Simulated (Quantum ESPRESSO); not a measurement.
# Collinear magnetic orders of MnGaGe with Quantum ESPRESSO

Aim: find out which collinear order of MnGaGe costs least.

Program: Quantum ESPRESSO 7.5. Level of theory: PBEsol; plane waves with GBRV 1.5 PBEsol potentials, no spin-orbit coupling. Results are calculated unless marked as measured.

Most raw output is cut from this account.

**1. The structure**

It takes space group P4/nmm (No. 129, tetragonal). Conventional cell: a = 3.946 Å, b = 3.946 Å, c = 5.911 Å, α = 90.00°, β = 90.00°, γ = 90.00°. Nearest to Mn lie 4 Ge at 2.58 Å and 4 Ga at 2.64 Å and 4 Mn at 2.79 Å. Nearest to Ga lie 5 Ge at 2.50 to 2.79 Å and 4 Mn at 2.64 Å. Nearest to Ge lie 5 Ga at 2.50 to 2.79 Å and 4 Mn at 2.58 Å. Farther neighbours are not listed.

The cell comes from Materials Project 2023-11-01, a database of computed structures, and need not be the stable phase.

**2. Start 1: ferro ++**

The signs are those of the starting moments on the seeded atoms, the atoms that are given a moment.

Contents of pw.in:

```
&CONTROL
  calculation = 'scf'
  prefix = 'pwscf'
  outdir = './tmp'
  pseudo_dir = './pseudo'
  disk_io = 'nowf'
/
&SYSTEM
  ibrav = 0
  celldm(1) = 8
  nat = 6
  ntyp = 3
  ecutwfc = 40
  ecutrho = 280
  nbnd = 64
  occupations = 'smearing'
  smearing = 'fd'
  degauss = 0.00734986
  nspin = 2
  starting_magnetization(1) = 0.2333
  starting_magnetization(2) = 0
  starting_magnetization(3) = 0
/
&ELECTRONS
  conv_thr = 1.2d-08
  electron_maxstep = 150
  mixing_beta = 0.3
/
ATOMIC_SPECIES
Mn     54.9380 mn_pbesol_v1.5.uspp.F.UPF
Ga     69.7230 ga_pbesol_v1.4.uspp.F.UPF
Ge     72.6300 ge_pbesol_v1.4.uspp.F.UPF
CELL_PARAMETERS alat
   0.9320972536937    0.0000000000000    0.0000000000000
   0.0000000000000    0.9320972536937    0.0000000000000
   0.0000000000000    0.0000000000000    1.3962435168725
ATOMIC_POSITIONS crystal
Mn      0.0000000000    0.0000000000    0.0000000000
Mn      0.5000000000    0.5000000000    0.0000000000
Ga      0.0000000000    0.5000000000    0.7037730000
Ga      0.5000000000    0.0000000000    0.2962270000
Ge      0.0000000000    0.5000000000    0.2809470000
Ge      0.5000000000    0.0000000000    0.7190530000
K_POINTS automatic
6 6 6 0 0 0
```

Started as:

```sh
$ OMP_NUM_THREADS=1 mpirun -n 4 pw.x -nk 4 -in pw.in > pw.out
```

Wall time 69 s (4 MPI ranks of Arm Neoverse V2, shared host); peak memory 0.77 GiB; 4.6 min of CPU time.

Spin moment in the atom's sphere by atom:

| atom | spin moment in the atom's sphere (μB) |
| --- | --- |
| Mn1 | 2.19 |
| Mn2 | 2.19 |
| Ga3 | -0.03 |
| Ga4 | -0.03 |
| Ge5 | -0.06 |
| Ge6 | -0.06 |

This step gave:

| Quantity | Value |
| --- | --- |
| smearing term TS | 0.1029 eV |
| magnetization | 4.238 μB |
| absolute magnetization | 4.892 μB |
| final state | ferromagnetic |

**3. Run 2, typed as antiferro +−**

pw.in: that of step 2 with these lines changed.

```diff
@@ -11,6 +11,6 @@
   nat = 6
-  ntyp = 3
+  ntyp = 4
   ecutwfc = 40
   ecutrho = 280
-  nbnd = 64
+  nbnd = 60
   occupations = 'smearing'
@@ -20,4 +20,5 @@
   starting_magnetization(1) = 0.2333
-  starting_magnetization(2) = 0
+  starting_magnetization(2) = -0.2333
   starting_magnetization(3) = 0
+  starting_magnetization(4) = 0
 /
@@ -29,3 +30,4 @@
 ATOMIC_SPECIES
-Mn     54.9380 mn_pbesol_v1.5.uspp.F.UPF
+Mn1    54.9380 mn_pbesol_v1.5.uspp.F.UPF
+Mn2    54.9380 mn_pbesol_v1.5.uspp.F.UPF
 Ga     69.7230 ga_pbesol_v1.4.uspp.F.UPF
@@ -37,4 +39,4 @@
 ATOMIC_POSITIONS crystal
-Mn      0.0000000000    0.0000000000    0.0000000000
-Mn      0.5000000000    0.5000000000    0.0000000000
+Mn1     0.0000000000    0.0000000000    0.0000000000
+Mn2     0.5000000000    0.5000000000    0.0000000000
 Ga      0.0000000000    0.5000000000    0.7037730000
```

Elapsed: 65 s, on 4 MPI ranks; peak memory 0.73 GiB.

Spin moment in the atom's sphere by atom:

| atom | spin moment in the atom's sphere (μB) |
| --- | --- |
| Mn1 | 2.55 |
| Mn2 | -2.55 |
| Ga3 | 0.00 |
| Ga4 | 0.00 |
| Ge5 | 0.00 |
| Ge6 | 0.00 |

Read from the output:

```
smearing term TS       : 0.1296 eV
magnetization          : 0 μB
absolute magnetization : 5.714 μB
final state            : antiferromagnetic
```

**4. Run 3 (no spin polarisation)**

pw.in: that of step 3 with these lines changed.

```diff
@@ -11,3 +11,3 @@
   nat = 6
-  ntyp = 4
+  ntyp = 3
   ecutwfc = 40
@@ -18,7 +18,2 @@
   degauss = 0.00734986
-  nspin = 2
-  starting_magnetization(1) = 0.2333
-  starting_magnetization(2) = -0.2333
-  starting_magnetization(3) = 0
-  starting_magnetization(4) = 0
 /
@@ -30,4 +25,3 @@
 ATOMIC_SPECIES
-Mn1    54.9380 mn_pbesol_v1.5.uspp.F.UPF
-Mn2    54.9380 mn_pbesol_v1.5.uspp.F.UPF
+Mn     54.9380 mn_pbesol_v1.5.uspp.F.UPF
 Ga     69.7230 ga_pbesol_v1.4.uspp.F.UPF
@@ -39,4 +33,4 @@
 ATOMIC_POSITIONS crystal
-Mn1     0.0000000000    0.0000000000    0.0000000000
-Mn2     0.5000000000    0.5000000000    0.0000000000
+Mn      0.0000000000    0.0000000000    0.0000000000
+Mn      0.5000000000    0.5000000000    0.0000000000
 Ga      0.0000000000    0.5000000000    0.7037730000
```

Run time: 27 s. Hardware: 4 MPI ranks; peak memory 0.57 GiB.

This step gave:

| Quantity | Value |
| --- | --- |
| smearing term TS | 0.2880 eV |
| final state | non-magnetic (no spin polarisation) |

**5. The states side by side**

An order is kept where moments of 0.15 μB or more survive with the typed signs; meshes match where a doubled cell samples the same k points as the first cell.

Orders:

```csv
start,final state,typed order kept,energy over the lowest (meV a seeded atom),largest site moment (μB),net moment (μB a cell of the first run),mesh matched,CPU time (s)
ferro ++,ferromagnetic,yes,0,2.188,4.238,yes,276.4
antiferro +-,antiferromagnetic,yes,78.83,2.55,0,yes,259.9
no spin polarisation,non-magnetic,-,350.3,0,0,yes,108
```

**6. Outcome**

| Item | Value |
| --- | --- |
| lowest state found | ferromagnetic (from ferro ++) |
| largest site moment | 2.19 μB |
| next state with moments | antiferromagnetic, 78.8 meV a seeded atom higher |
| state without moments | 350 meV a seeded atom higher |

In words: This is the lowest of 3 collinear or spinless starts, no proof of the ground state. Energies are free energies at an electronic temperature of 1160 K, which lowers moments and differences where the moments are itinerant.

[Logs and program files are shortened in this print: banners, set-up blocks, solver, clock and traceback lines can be left out without a mark of their own.]

[Logs are printed without paths, hosts, clocks, repeated set-up lines and the standing remarks that a program may print on its own settings, such as how far it seeks lower states.]

[Hosts, paths, dates, database ids (printed as entryN), source tags and the programs' standing remarks are cut or masked in the printed files.]

[Where a cell is said to come from a database of computed structures, the database is the Materials Project.]
